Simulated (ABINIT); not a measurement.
# CaO (Fm-3m): G0W0 in ABINIT against the exchange cutoff, part 2 of 2

Aim: move the exchange cutoff of a G0W0 run on CaO (Fm-3m) over a wide range.

ABINIT 10.8.3; PBE and many-body steps on it, plane waves. Known limits of the many-body steps: not at the basis limit; coarse k mesh.

So far. Step 2 (Screening, 4×4×4 mesh, 28 bands, screening to 130.6 eV): Local fields lower ε∞ by 9 %. On a Γ-centred mesh this coarse the value itself is usually too large, while a short band sum pulls it down.

## Step 5: 14.4 Ha

Level of this step: G0W0 on PBE, plane waves, norm-conserving pseudopotentials (ABINIT).

The self-energy is evaluated for the states that the input lists, and the levels follow from it, in one-shot runs by the linearised quasiparticle equation.

File run.abi:

```
acell 3*1.0 Angstrom
rprim 
  -0.000000000000 2.403555696000 2.403555696000
  2.403555696000 -0.000000000000 2.403555696000
  2.403555696000 2.403555696000 -0.000000000000
ntypat 2
znucl 20 8
natom 2
typat 1 2
xred 
  0.000000000000 0.000000000000 0.000000000000
  0.500000000000 0.500000000000 0.500000000000
pp_dirpath "pseudos"
pseudos "Ca.upf, O.upf"
ecut 36
ngkpt 4 4 4
nshiftk 1
shiftk 0 0 0
kptopt 1
chksymbreak 0
istwfk *1
occopt 1
irdwfk 1
optdriver 4
nband 28
gwcalctyp 0
ecutsigx 14.4
symsigma 1
nkptgw 2
kptgw 
  0.0000000000 0.0000000000 0.0000000000
  0.5000000000 0.5000000000 0.0000000000
bdgw 
  6 12
  7 10
ecuteps 4.8
irdscr 1
ppmodel 1
indata_prefix "in"
outdata_prefix "out"
tmpdata_prefix "tmp"
```

Command:

```console
OMP_NUM_THREADS=1 mpirun -n 4 abinit run.abi > log
```

The log of the run:

```text
.Version 10.8.3 of ABINIT. v10.8.2 released Aug 2026.

 Symmetries : space group Fm -3 m (#225); Bravais cF (face-center cubic)
[... echo of the input left out ...]
== DATASET  1 ==================================================================
-   mpi_nproc: 4, omp_nthreads: 1 (-1 if OMP is not activated)

--- !DatasetInfo
iteration_state: {dtset: 1, }
dimensions: {natom: 2, nkpt: 8, mband: 28, nsppol: 1, nspinor: 1, nspden: 1, mpw: 1964, }
cutoff_energies: {ecut:  36.0, pawecutdg:  -1.0, }
[...]
Band     E0 <VxcDFT>   SigX SigC(E0)      Z dSigC/dE  Sig(E)    E-E0       E
[...]
9   8.757 -11.435  -5.826  -3.487   0.853  -0.173  -9.625   1.810  10.566
       10  13.145 -16.134  -8.765  -3.833   0.836  -0.196 -13.178   2.956  16.101

== END DATASET(S) ==============================================================
================================================================================

 -outvars: echo values of variables after computation  --------
           etotal      0.0000000000E+00
            nband          28
             nkpt           8
          spgroup         225
 [... the other variables as echoed above ...]

 Calculation completed.
```

Elapsed: 2.6 s, on 4 MPI ranks of Arm Neoverse V2, shared host; peak memory 0.1 GiB.

This step gave:

```
G0W0 gap on the points computed              : 5.710 eV
starting gap on the mesh                     : 3.662 eV
k of the valence top                         : 0, 0, 0
k of the conduction bottom                   : 0.5, 0.5, 0
least direct G0W0 gap on the computed points : 5.981 eV
```

The gap on the mesh goes from 3.66 eV to 5.71 eV, a correction of +2.05 eV.

## Step 6: 25.2 Ha

run.abi, as its differences from that of step 5:

```diff
@@ -26,3 +26,3 @@
 gwcalctyp 0
-ecutsigx 14.4
+ecutsigx 25.2
 symsigma 1
```

The log of the run:

```text
.Version 10.8.3 of ABINIT. v10.8.2 released Aug 2026.

 Symmetries : space group Fm -3 m (#225); Bravais cF (face-center cubic)
[... echo of the input left out ...]
== DATASET  1 ==================================================================
-   mpi_nproc: 4, omp_nthreads: 1 (-1 if OMP is not activated)

--- !DatasetInfo
iteration_state: {dtset: 1, }
dimensions: {natom: 2, nkpt: 8, mband: 28, nsppol: 1, nspinor: 1, nspden: 1, mpw: 1964, }
cutoff_energies: {ecut:  36.0, pawecutdg:  -1.0, }
[...]
Band     E0 <VxcDFT>   SigX SigC(E0)      Z dSigC/dE  Sig(E)    E-E0       E
[...]
9   8.757 -11.435  -5.851  -3.487   0.853  -0.173  -9.647   1.788  10.545
       10  13.145 -16.134  -8.823  -3.833   0.836  -0.196 -13.226   2.908  16.053

== END DATASET(S) ==============================================================
================================================================================

 -outvars: echo values of variables after computation  --------
           etotal      0.0000000000E+00
            nband          28
             nkpt           8
          spgroup         225
 [... the other variables as echoed above ...]

 Calculation completed.
```

The job ended after 2.6 s (4 MPI ranks; peak memory 0.11 GiB; 10 s of CPU time).

Numbers from this step:

```yaml
g0w0_gap_on_the_points_computed: 5.787 eV
starting_gap_on_the_mesh: 3.662 eV
k_of_the_valence_top: 0, 0, 0
k_of_the_conduction_bottom: 0.5, 0.5, 0
least_direct_g0w0_gap_on_the_computed_points: 6.070 eV
```

Against the run before, the gap moves by +0.077 eV.

## Step 7: 36 Ha

run.abi, as its differences from that of step 6:

```diff
@@ -26,3 +26,3 @@
 gwcalctyp 0
-ecutsigx 25.2
+ecutsigx 36
 symsigma 1
```

The log of the run:

```text
.Version 10.8.3 of ABINIT. v10.8.2 released Aug 2026.

 Symmetries : space group Fm -3 m (#225); Bravais cF (face-center cubic)
[... echo of the input left out ...]
== DATASET  1 ==================================================================
-   mpi_nproc: 4, omp_nthreads: 1 (-1 if OMP is not activated)

--- !DatasetInfo
iteration_state: {dtset: 1, }
dimensions: {natom: 2, nkpt: 8, mband: 28, nsppol: 1, nspinor: 1, nspden: 1, mpw: 1964, }
cutoff_energies: {ecut:  36.0, pawecutdg:  -1.0, }
[...]
Band     E0 <VxcDFT>   SigX SigC(E0)      Z dSigC/dE  Sig(E)    E-E0       E
[...]
9   8.757 -11.435  -5.853  -3.487   0.853  -0.173  -9.648   1.787  10.544
       10  13.145 -16.134  -8.827  -3.833   0.836  -0.196 -13.230   2.904  16.050

== END DATASET(S) ==============================================================
================================================================================

 -outvars: echo values of variables after computation  --------
           etotal      0.0000000000E+00
            nband          28
             nkpt           8
          spgroup         225
 [... the other variables as echoed above ...]

 Calculation completed.
```

Wall time 2.7 s (4 MPI ranks); peak memory 0.13 GiB; 10 s of CPU time.

This step gave:

```
G0W0 gap on the points computed              : 5.802 eV
starting gap on the mesh                     : 3.662 eV
k of the valence top                         : 0, 0, 0
k of the conduction bottom                   : 0.5, 0.5, 0
least direct G0W0 gap on the computed points : 6.085 eV
```

Against the run before, the gap moves by +0.015 eV.

## Step 8: Side by side

Times are wall times on 4 MPI ranks of Arm Neoverse V2, shared host, good to a factor of about two. A run's time includes the screening step that it read.

```csv
run,mesh,bands,screening cutoff (eV),DFT gap (eV),gap on the mesh (eV),direct (eV),ε∞ used,time
3.6 Ha,4×4×4,28,130.6,3.662,4.646,5.116,3.65,5.9 s
7.2 Ha,4×4×4,28,130.6,3.662,5.361,5.590,3.65,6.2 s
14.4 Ha,4×4×4,28,130.6,3.662,5.710,5.981,3.65,6.2 s
25.2 Ha,4×4×4,28,130.6,3.662,5.787,6.070,3.65,6.3 s
36 Ha,4×4×4,28,130.6,3.662,5.802,6.085,3.65,6.4 s
```

## Step 9: Results

```
3.6 Ha       : 4.646 eV
7.2 Ha       : 5.361 eV
14.4 Ha      : 5.710 eV
25.2 Ha      : 5.787 eV
36 Ha        : 5.802 eV
known limits : not at the basis limit; coarse k mesh
```

**Reading.** The setting moved: exchange cutoff. From 3.6 Ha to 36 Ha the gap moves by +1.16 eV. The last step still moves it by +0.015 eV. Bands and screening cutoff are coupled, so a series along one setting does not show full convergence. Below the screening cutoff the correlation part is cut too. Bands and cutoff are finite, so the gap is not at the basis limit. The miss can reach some tenths of an eV and take either sign; the mesh is an error of its own. In the first G0W0 run levels were corrected at 2 k points alone, so a gap called «on the mesh» is the least over those, and an edge elsewhere would be missed. The 4×4×4 mesh is coarse for this cell, which bears on the long-range parts of exchange and screening.

[Paths, hosts, dates, memory and timing lines, banners, echoed tables and standing remarks are left out of the program output.]

[Logs are printed without paths, hosts, clocks, repeated set-up lines and the standing remarks that a program may print on its own settings, such as how far it seeks lower states.]

[Runs of the session that timed out or met a known fault of the program may be left out.]

[No measured gap is set beside runs whose start may be inverted or whose files or cutoffs have a known fault.]

[Hosts, paths, dates, database ids (printed as entryN), source tags and the programs' standing remarks are cut or masked in the printed files.]

[G0W0 gaps are taken among the corrected bands and points alone; a level outside them can change the order at an edge.]

[Where Ansatz stands beside ABINIT at settings called matched, ABINIT's density can come from a denser mesh and the files from another edition; pairs whose starting gaps differed by over 0.03 eV were left out, so agreement reads better than it is.]
